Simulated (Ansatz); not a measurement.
# Starting-point dependence of the GW gap of WS2 (Tungstenite)

One-shot GW is not self-consistent; how far does the start matter for WS2 (Tungstenite)?

Calculated with Ansatz 0.2.0; G0W0 on several functionals, plane waves, PAW.

## (1) The starting structure

Symmetry: P6_3/mmc, No. 194, hexagonal system. The conventional cell has a = 3.153 Å, b = 3.153 Å, c = 12.323 Å, α = 90.00°, β = 90.00°, γ = 120.00°. Nearest to W lie 6 S at 2.40 Å. S has 3 W at 2.40 Å nearest. Farther neighbours and most contacts between anions are not listed.

Structure file:

```cif
data_structure
_symmetry_space_group_name_H-M 'P6_3/mmc'
_symmetry_Int_Tables_number 194
_cell_length_a 3.1532
_cell_length_b 3.1532
_cell_length_c 12.3230
_cell_angle_alpha 90.000
_cell_angle_beta 90.000
_cell_angle_gamma 120.000
_cell_volume 106.11
loop_
_atom_site_label
_atom_site_type_symbol
_atom_site_symmetry_multiplicity
_atom_site_Wyckoff_symbol
_atom_site_fract_x
_atom_site_fract_y
_atom_site_fract_z
_atom_site_occupancy
W1 W 2 c 0.33333 0.66667 0.25000 1
S1 S 4 f 0.33333 0.66667 0.62250 1
```

The cell and positions come from the Crystallography Open Database and are kept as given unless a step says otherwise. Spin-orbit coupling is left out unless a step names it.

## (2) G0W0 on LDA

G0W0 replaces the xc potential by the self-energy, built once from these orbitals. Only a window of levels is corrected, while the sums run over the empty bands that the input names. This step takes PAW set soft_1 files.

This step: G0W0 on LDA, plane waves, PAW; PAW set soft_1.

Input file input.yaml:

```yaml
crystal:
  lattice:
    - [3.1532, 0.0, 0.0]
    - [-1.5766, 2.7307513032, 0.0]
    - [0.0, 0.0, 12.323]
  atoms:
    - { symbol: W, position: [0.3333333333, 0.6666666667, 0.25] }
    - { symbol: W, position: [0.6666666667, 0.3333333333, 0.75] }
    - { symbol: S, position: [0.3333333333, 0.6666666667, 0.6225] }
    - { symbol: S, position: [0.6666666667, 0.3333333333, 0.1225] }
    - { symbol: S, position: [0.3333333333, 0.6666666667, 0.8775] }
    - { symbol: S, position: [0.6666666667, 0.3333333333, 0.3775] }
kpoints:
  mp_grid: { grid: [6, 6, 2] }
hamiltonian:
  xc: lda
  pseudopotentials: { kind: paw, azcp: { folder: soft_1 }, xc_functional: pbe }
scf:
  occupations: { method: fixed }
gw:
  n_empty_bands: 240
  ecut_chi: 100
  qp_bands: [v2, c2]
  qp_kpoints: band_edges
  screening: { model: contour_deformation }
```

Launch:

```bash
> ansatz run input.yaml --threads 3 --pin off --max-ram 92160MiB --backend cuda --events-out ev --progress --plain --runs-dir out --devices 1 --max-vram 13GiB
```

Numbers of over 12 decimals in the logs are rounded to 6 here.

Output:

```text
GPUs: using 1 of 1 available (devices: 1).
Engine: ansatz 0.2.0, x86_64-unknown-linux-gnu
Pseudopotentials: kind: paw
Pseudopotential: W, paw, valence charge 14, recommended cutoff 420 eV (normal), soft_1/W.paw.azcp
Pseudopotential: S, paw, valence charge 6, recommended cutoff 420 eV (normal), soft_1/S.paw.azcp
Functional definition: SPW92
  exchange = slater_x
  correlation = pw_c
device memory: the entry about to start is reckoned to put 1.1 GiB on a device that reports 41.9 GiB free (of which the cap on the GPU budget leaves the run 13.0 GiB)
GPU FFT provider: cuFFT
GPU libraries: cuBLAS 13.8.2, cuFFT 12.4.0, cuSOLVER 12.3.4
Crystal: 6 atoms, lattice volume = 106.108 Å³
Basis set: ecut = 420 eV, 2057 PW (Γ)
Bands: 32, of which v1, the nominal top of the filled ones, is band 26 counted from 1 (25 counted from 0)
Symmetry: 24 space group operations
Space group: P63/mmc (ITA 194), of the structure as read, at distance tolerance 4.7e-5 Å
k-points: 14 of 72
Non-local potential: W, projectors of the file, l = 0: 3, l = 1: 2, l = 2: 2, l = 3: 1
Non-local potential: S, projectors of the file, l = 0: 2, l = 1: 2, l = 2: 1
PAW form: soft (Blöchl's): semilocal exchange-correlation on the pseudo side does not see the compensation charge
PAW frozen core: W, regenerated for the run's functional, and the local potential with it (the file was generated under x = pbe(κ = 0.804, μ = 0.219515), c = pbe(β = 0.066725))
PAW frozen core: S, regenerated for the run's functional, and the local potential with it (the file was generated under x = pbe(κ = 0.804, μ = 0.219515), c = pbe(β = 0.066725))
PAW one-centre angular grid: W, 590 points (default); XC on 64 Gauss nodes
PAW one-centre angular grid: S, 110 points (default); XC on 64 Gauss nodes
Initial density: superposition of atomic densities (chi_scale 0.1, normalization cell, long waves kept (reshape's long-wave potential 0.03 eV rms))
Initial wavefunctions: pseudopotential atomic-orbital guess
GPU buffer pool allocated for 51840 grid points (all kernels)
GPU transforms: local potential and band sums: pruned to the plane-wave sphere, on 24×24×90
Functional: x = slater, c = lda
SCF iter   1: F=—  HF=-23746.008860 eV  |F-HF|=—  |Δ(HF+E_count)|=         —  Δρ=3.98e-2  dr2=3.27e0  ethr=3.10e-3  ⟨swp⟩=4.9  Hψ=2075  notcnv=0  defer=22
preconditioner: auto → Resta (q_TF=auto, 2.423 Å⁻¹)  ε∞=7.5  [insulator: Δε(μ)=0.869 eV  Ē_g=8.489 eV  n_scr=26 (ndim 8)  ℏωp=21.6 eV  f_vac=0.001  ε∞_Penn≈7.5]
SCF iter   2: F=—  HF=-23745.307250 eV  |F-HF|=—  |Δ(HF+E_count)|=   7.02e-1  Δρ=2.28e-2  dr2=9.55e-1  ethr=3.10e-3  ⟨swp⟩=2.4  Hψ=685  notcnv=0  defer=47
SCF iter   3: F=—  HF=-23745.031299 eV  |F-HF|=—  |Δ(HF+E_count)|=   2.76e-1  Δρ=5.03e-3  dr2=5.32e-2  ethr=1.84e-3  ⟨swp⟩=2.6  Hψ=741  notcnv=0  defer=43
SCF iter   4: F=—  HF=-23745.022491 eV  |F-HF|=—  |Δ(HF+E_count)|=   8.81e-3  Δρ=2.39e-3  dr2=7.83e-3  ethr=1.02e-4  ⟨swp⟩=2.6  Hψ=764  notcnv=0  defer=52
SCF iter   5: F=—  HF=-23745.021351 eV  |F-HF|=—  |Δ(HF+E_count)|=   1.14e-3  Δρ=5.83e-4  dr2=7.51e-4  ethr=1.51e-5  ⟨swp⟩=2.3  Hψ=684  notcnv=0  defer=54
SCF iter   6: F=—  HF=-23745.021289 eV  |F-HF|=—  |Δ(HF+E_count)|=   6.26e-5  Δρ=1.49e-4  dr2=7.42e-5  ethr=1.44e-6  ⟨swp⟩=2.0  Hψ=633  notcnv=0  defer=50
SCF iter   7: F=—  HF=-23745.021293 eV  |F-HF|=—  |Δ(HF+E_count)|=   4.07e-6  Δρ=5.44e-5  dr2=4.31e-6  ethr=1.43e-7  ⟨swp⟩=2.1  Hψ=684  notcnv=0  defer=34
SCF iter   8: F=—  HF=-23745.021292 eV  |F-HF|=—  |Δ(HF+E_count)|=   5.92e-7  Δρ=7.33e-6  dr2=1.56e-7  ethr=8.30e-9  ⟨swp⟩=2.6  Hψ=791  notcnv=0  defer=34
SCF iter   9: F=-23745.021292 eV  HF=-23745.021292 eV  |F-HF|=9.83e-9  |Δ(HF+E_count)|=   4.05e-9  Δρ=2.60e-6  dr2=1.43e-8  ethr=1.92e-10  ⟨swp⟩=6.8  Hψ=1701  notcnv=0
SCF 1 converged in 9 iterations: F = -23745.021292 eV  dr2 = 1.43e-8
  greatest PAW one-centre occupation: 0.999 electrons in one spin orbital (limit 2), on the W atom at site 1 (counted from 0), in its partial waves of l = 0
device memory: the entry about to start is reckoned to put 1.2 GiB (of the 1.2 GiB reckoned in all, the device holds 0.1 GiB already) on a device that reports 42.1 GiB free (of which the cap on the GPU budget leaves the run 12.9 GiB)
NSCF: frozen V_eff on 14 k-points, pencils in batches of 32, up to order 128
the band table was solved once the SCF had ended and its energy, with any forces and stress, was formed, with the checks that follow a solve (1880 applications of the Hamiltonian). They found nothing against the state; the energy, forces and stress were not computed again (output.eigenvalues in the input reference)
device memory: the entry about to start is reckoned to put 4.1 GiB on a device that reports 43.4 GiB free (of which the cap on the GPU budget leaves the run 13.0 GiB)
NSCF: frozen V_eff on 14 k-points
G₀W₀ screening: q 1/14
[... further progress lines ...]
SCF converged after 9 iterations
Free energy (F): -23745.021292 eV
Harris-Foulkes:  -23745.021292 eV  (|F-HF|=9.83e-9)
Internal energy: -23745.021292 eV  (E = F + TS)
E sigma→0 (E₀):  -23745.021292 eV
Fermi energy:    11.446682 eV
--- Per-component energies (eV) ---
  E_band       = -385.694101
  E_kinetic    = 1271.963568
  E_local      = -3420.005842  (includes V_loc(G=0)·N_el)
  E_nonlocal   = 103.709094
  E_hartree    = 1415.621311
  E_xc         = -886.239356
  E_vxc        = -797.072037  (∫ρ·V_xc dr)
  E_paw        = -18956.484721  (= ΣΔE_a)
  E_vpaw       = -375.527723  (= ΣTr[D̂ρ^β])
  E_aug_tail   = 0.000306  (compensation charges beyond the density's cutoff)
  E_ewald      = -3274.764942
  E_core_change = 1.179289  (= ΣΔE_core)
  E_smearing   = -0.000000  (= −TS)
  E_closure    = -0.000000  (closes the sum)
  Σ components = -23745.021292   (vs F -23745.021292, Δ=0.00e0)
--- Band table (eV; the first three rows and the last of 14) ---
  k-point 0: bands = [... 22 lower, 9.2612, 9.9868, 10.1663, 11.4467, 13.7387, 13.7387, 13.7493, 13.7493, ... 2 higher]
  k-point 1: bands = [... 22 lower, 9.2345, 9.2345, 11.1287, 11.1287, 13.7323, 13.7323, 13.7323, 13.7323, ... 2 higher]
  k-point 2: bands = [... 22 lower, 9.1453, 10.0451, 10.1504, 10.5997, 12.9687, 13.4418, 13.5544, 13.6756, ... 2 higher]
  k-point 13: bands = [... 22 lower, 8.3726, 8.3726, 10.7681, 10.7681, 12.7058, 12.7058, 13.9369, 13.9369, ... 2 higher]
--- G₀W₀: contour deformation, 7 samples at zero and on the imaginary axis and 1 off it, 72 q-points, 240 empty bands' worth ---
  eigenvalues of the whole cell's RPA ε∞ on this k-mesh (on a slab, of 1 + 4πα/V) = 6.3057, 14.4768, 14.4768; static W/v taken at q = 0 is 0.072493
  bands read: the sum over 266 bands ends inside a degenerate multiplet in 3 slots, whose members it reads at an even weight; the widest, k=1: bands 265 to 268 (counted from 1) at 2/4 each
  gw.qp_kpoints: band_edges: 10 of 14 stored k-points solved, in 1 pass; an edge of the gap read off the rows below is read off those points alone
    valence top: of the k-points left out ik 6 came nearest to being solved in a further pass, in band 26 (counted from 1, as in the quasiparticle table): it holds the edge there only if its correction is more favourable than any solved in that band by at least 1.493 eV; those differ by 0.091 eV
    conduction bottom: of the k-points left out ik 4 came nearest to being solved in a further pass, in band 27 (counted from 1, as in the quasiparticle table): it holds the edge there only if its correction is more favourable than any solved in that band by at least 0.689 eV; those differ by 0.135 eV
    ik  band        ε_KS         Σx   Σc(E_QP)       V_xc       Z   E_QP_lin       E_QP  E_QP is
     0    25     10.1663   -18.2151     1.0634   -17.2650  0.7516    10.2794    10.2797  root
     0    26     11.4467   -19.4834     0.5551   -19.0946  0.7580    11.6129    11.6132  root
     0    27     13.7387   -13.7548    -4.2425   -18.6658  0.7580    14.4154    14.4072  root
     0    28     13.7387   -13.7548    -4.2425   -18.6658  0.7580    14.4154    14.4072  root
     1    25     11.1287   -19.1844     0.8248   -18.4717  0.7582    11.2406    11.2408  root
     1    26     11.1287   -19.1844     0.8248   -18.4717  0.7582    11.2406    11.2408  root
     1    27     13.7323   -13.7044    -4.2230   -18.5861  0.7576    14.3991    14.3910  root
     1    28     13.7323   -13.7044    -4.2230   -18.5861  0.7576    14.3991    14.3910  root
     2    25     10.1504   -18.8134     1.1397   -17.7983  0.7514    10.2747    10.2749  root
     2    26     10.5997   -19.1697     0.9611   -18.3350  0.7553    10.7259    10.7262  root
     2    27     12.9687   -13.2917    -3.9083   -17.7591  0.7613    13.5328    13.5279  root
     2    28     13.4418   -14.0598    -3.9747   -18.6220  0.7514    14.0357    14.0292  root
     3    25     10.5381   -19.2022     1.0861   -18.2168  0.7550    10.6387    10.6388  root
     3    26     10.5381   -19.2022     1.0861   -18.2168  0.7550    10.6387    10.6388  root
     3    27     13.2622   -13.6401    -4.0394   -18.2706  0.7580    13.8594    13.8532  root
     3    28     13.2622   -13.6401    -4.0394   -18.2706  0.7580    13.8594    13.8532  root
     8    25      9.9002   -19.5724     1.3545   -18.3325  0.7490    10.0145    10.0148  root
     8    26      9.9213   -19.5884     1.3150   -18.4073  0.7486    10.0549    10.0552  root
     8    27     12.3499   -12.9272    -3.7003   -17.1819  0.7693    12.9082    12.9042  root
     8    28     13.2463   -14.1792    -4.1549   -18.9720  0.7545    13.8919    13.8842  root
     9    25      9.9168   -19.5897     1.3334   -18.3795  0.7489    10.0398    10.0400  root
     9    26      9.9168   -19.5897     1.3334   -18.3795  0.7489    10.0398    10.0400  root
     9    27     12.7647   -13.4946    -3.8904   -17.9826  0.7647    13.3677    13.3623  root
     9    28     12.7647   -13.4946    -3.8904   -17.9826  0.7647    13.3677    13.3623  root
[...]
12    25     10.6721   -18.6550     0.6550   -18.1637  0.7603    10.8355    10.8358  root
    12    26     10.8911   -19.1769     0.5703   -18.7979  0.7602    11.0822    11.0825  root
    12    27     12.7056   -15.7174    -3.8653   -20.2716  0.7594    13.4016    13.3944  root
    12    28     12.7056   -15.7174    -3.8653   -20.2716  0.7594    13.4016    13.3944  root
    13    25     10.7681   -18.8427     0.6070   -18.4124  0.7604    10.9444    10.9448  root
    13    26     10.7681   -18.8427     0.6070   -18.4124  0.7604    10.9444    10.9448  root
    13    27     12.7058   -15.7238    -3.8652   -20.2780  0.7593    13.4020    13.3947  root
    13    28     12.7058   -15.7238    -3.8652   -20.2780  0.7593    13.4020    13.3947  root
```

Run time: 16 s. Hardware: 1 × NVIDIA H100 80GB HBM3 (shared by 6 runs) with 3 threads of AMD EPYC 7R13 (Zen 3), shared host; peak memory 1.3 GiB.

The column dr2 measures how far the density is from self-consistency, as an energy; F and HF (Harris–Foulkes) agree once it is small.

This step gave:

| Item | Value |
| --- | --- |
| bands summed | 266 |
| RPA ε∞ on this mesh (eigenvalues) | 6.306, 14.48, 14.48 |
| plane waves in the screening matrix | 255 |
| q-points in the mesh | 72 |
| G0W0 gap on the mesh | 1.291 eV |
| k of the valence top | 0, 0, 0 |
| k of the conduction bottom | 0.1667, 0.1667, 0 |
| starting gap on the mesh | 0.9032 eV |
| Z at the valence top | 0.7580 |
| Z at the conduction bottom | 0.7693 |
| least direct G0W0 gap on the computed points | 2.312 eV |

The gap on the mesh goes from 0.90 eV to 1.29 eV, a correction of +0.39 eV. Between the two edge states, bare exchange in place of the xc potential would open the gap by 4.64 eV, and correlation takes back 4.26 eV.

## (3) G0W0 on PBEsol

The same correction from a different start measures what one shot leaves open.

This step: G0W0 on PBEsol, plane waves, PAW; PAW set soft_1.

input.yaml, as its differences from that of step 2:

```diff
@@ -15,3 +15,3 @@
 hamiltonian:
-  xc: lda
+  xc: pbesol
   pseudopotentials: { kind: paw, azcp: { folder: soft_1 }, xc_functional: pbe }
```

Output:

```text
GPUs: using 1 of 1 available (devices: 1).
[...]
GPU FFT provider: cuFFT
GPU libraries: cuBLAS 13.8.2, cuFFT 12.4.0, cuSOLVER 12.3.4
Crystal: 6 atoms, lattice volume = 106.108 Å³
Basis set: ecut = 420 eV, 2057 PW (Γ)
Bands: 32, of which v1, the nominal top of the filled ones, is band 26 counted from 1 (25 counted from 0)
Symmetry: 24 space group operations
[...]
k-points: 14 of 72
[...]
GPU buffer pool allocated for 51840 grid points (all kernels)
[...]
SCF iter   1: F=—  HF=-24061.099038 eV  |F-HF|=—  |Δ(HF+E_count)|=         —  Δρ=4.06e-2  dr2=3.15e0  ethr=3.10e-3  ⟨swp⟩=4.9  Hψ=2073  notcnv=0  defer=21
[...]
SCF iter   8: F=-24060.176438 eV  HF=-24060.176438 eV  |F-HF|=6.82e-8  |Δ(HF+E_count)|=   1.76e-6  Δρ=6.49e-6  dr2=5.53e-8  ethr=1.92e-10  ⟨swp⟩=6.6  Hψ=2341  notcnv=0
SCF 1 converged in 8 iterations: F = -24060.176438 eV  dr2 = 5.53e-8
[...]
NSCF: frozen V_eff on 14 k-points, pencils in batches of 32, up to order 128
[...]
NSCF: frozen V_eff on 14 k-points
G₀W₀ screening: q 1/14
[... further progress lines ...]
SCF converged after 8 iterations
Free energy (F): -24060.176438 eV
[...]
Internal energy: -24060.176438 eV  (E = F + TS)
E sigma→0 (E₀):  -24060.176438 eV
Fermi energy:    11.613963 eV
[...]
--- Band table (eV; the first three rows and the last of 14) ---
  k-point 0: bands = [... 22 lower, 9.4284, 10.1262, 10.3499, 11.6140, 13.9188, 13.9188, 13.9288, 13.9288, ... 2 higher]
  k-point 1: bands = [... 22 lower, 9.4016, 9.4016, 11.2944, 11.2944, 13.9123, 13.9123, 13.9123, 13.9123, ... 2 higher]
  k-point 2: bands = [... 22 lower, 9.2951, 10.1814, 10.3260, 10.7657, 13.1599, 13.6235, 13.7470, 13.8591, ... 2 higher]
  k-point 13: bands = [... 22 lower, 8.5210, 8.5210, 10.9469, 10.9469, 12.8930, 12.8930, 14.1407, 14.1407, ... 2 higher]
[...]
0    25     10.3499   -18.2019     1.1017   -17.0534  0.7525    10.3031    10.3031  root
     0    26     11.6140   -19.4527     0.5968   -18.8704  0.7588    11.6284    11.6284  root
     0    27     13.9188   -13.7180    -4.1926   -18.4334  0.7590    14.4464    14.4416  root
     0    28     13.9188   -13.7180    -4.1926   -18.4334  0.7590    14.4464    14.4416  root
     1    25     11.2944   -19.1559     0.8629   -18.2570  0.7590    11.2584    11.2584  root
     1    26     11.2944   -19.1559     0.8629   -18.2570  0.7590    11.2584    11.2584  root
     1    27     13.9123   -13.6674    -4.1730   -18.3540  0.7586    14.4305    14.4259  root
     1    28     13.9123   -13.6674    -4.1730   -18.3540  0.7586    14.4305    14.4259  root
[...]
13    25     10.9469   -18.7999     0.6472   -18.1660  0.7613    10.9601    10.9601  root
    13    26     10.9469   -18.7999     0.6472   -18.1660  0.7613    10.9601    10.9601  root
    13    27     12.8930   -15.6943    -3.8102   -20.0264  0.7602    13.4187    13.4148  root
    13    28     12.8930   -15.6943    -3.8102   -20.0264  0.7602    13.4187    13.4148  root
```

The job ended after 15 s (1 × NVIDIA H100 80GB HBM3 (shared by 6 runs) with 3 threads; peak memory 1.3 GiB; 21 s of CPU time).

This step gave:

| Property | Result |
| --- | --- |
| bands summed | 266 |
| RPA ε∞ on this mesh (eigenvalues) | 6.158, 14.33, 14.33 |
| plane waves in the screening matrix | 255 |
| q-points in the mesh | 72 |
| G0W0 gap on the mesh | 1.312 eV |
| k of the valence top | 0, 0, 0 |
| k of the conduction bottom | 0.1667, 0.1667, 0 |
| starting gap on the mesh | 0.9326 eV |
| Z at the valence top | 0.7588 |
| Z at the conduction bottom | 0.7700 |
| least direct G0W0 gap on the computed points | 2.318 eV |

Against the run with 6×6×2 mesh, 240 empty bands, screening to 100 eV, PAW set soft_1 files on LDA, the gap moves by +0.02 eV, while the start moved by +0.03 eV.

## (4) G0W0 on PBE

This step: G0W0 on PBE, plane waves, PAW; PAW set soft_1.

input.yaml, as its differences from that of step 3:

```diff
@@ -15,4 +15,4 @@
 hamiltonian:
-  xc: pbesol
-  pseudopotentials: { kind: paw, azcp: { folder: soft_1 }, xc_functional: pbe }
+  xc: pbe
+  pseudopotentials: { kind: paw, azcp: { folder: soft_1 } }
 scf:
```

Output:

```text
GPUs: using 1 of 1 available (devices: 1).
[...]
GPU FFT provider: cuFFT
GPU libraries: cuBLAS 13.8.2, cuFFT 12.4.0, cuSOLVER 12.3.4
Crystal: 6 atoms, lattice volume = 106.108 Å³
Basis set: ecut = 420 eV, 2057 PW (Γ)
Bands: 32, of which v1, the nominal top of the filled ones, is band 26 counted from 1 (25 counted from 0)
Symmetry: 24 space group operations
[...]
k-points: 14 of 72
[...]
1    28     14.0224   -13.7102    -4.1552   -18.3276  0.7584    14.4882    14.4845  root
[...]
13    25     11.0667   -18.8498     0.6805   -18.0754  0.7612    10.9727    10.9729  root
    13    26     11.0667   -18.8498     0.6805   -18.0754  0.7612    10.9727    10.9729  root
    13    27     13.0204   -15.7393    -3.7667   -19.9116  0.7599    13.4284    13.4261  root
    13    28     13.0204   -15.7393    -3.7667   -19.9116  0.7599    13.4284    13.4261  root
[key lines of the parts left out:]
SCF converged after 9 iterations
Free energy (F): -24384.934064 eV
Fermi energy:    11.718389 eV
```

Wall time 16 s (1 × NVIDIA H100 80GB HBM3 (shared by 6 runs) with 3 threads); peak memory 1.3 GiB; 19 s of CPU time.

Numbers from this step:

```
bands summed                                 : 266
RPA ε∞ on this mesh (eigenvalues)            : 5.932, 14.11, 14.11
plane waves in the screening matrix          : 255
G0W0 gap on the mesh                         : 1.333 eV
k of the valence top                         : 0, 0, 0
k of the conduction bottom                   : 0.1667, 0.1667, 0
starting gap on the mesh                     : 0.9782 eV
least direct G0W0 gap on the computed points : 2.318 eV
```

Against the run with 6×6×2 mesh, 240 empty bands, screening to 100 eV, PAW set soft_1 files on PBEsol, the gap moves by +0.02 eV, while the start moved by +0.05 eV.

(Part 1 of 2 ends here.)

[Paths, hosts, dates, memory and timing lines, banners, echoed tables and standing remarks are left out of the program output.]

[Logs are printed without paths, hosts, clocks, repeated set-up lines and the standing remarks that a program may print on its own settings, such as how far it seeks lower states.]

[Runs of the session that timed out or met a known fault of the program may be left out.]

[Cells called generated may have been cut or substituted from an entry of the Crystallography Open Database or the Materials Project.]

[Hosts, paths, dates, database ids (printed as entryN), source tags and the programs' standing remarks are cut or masked in the printed files.]
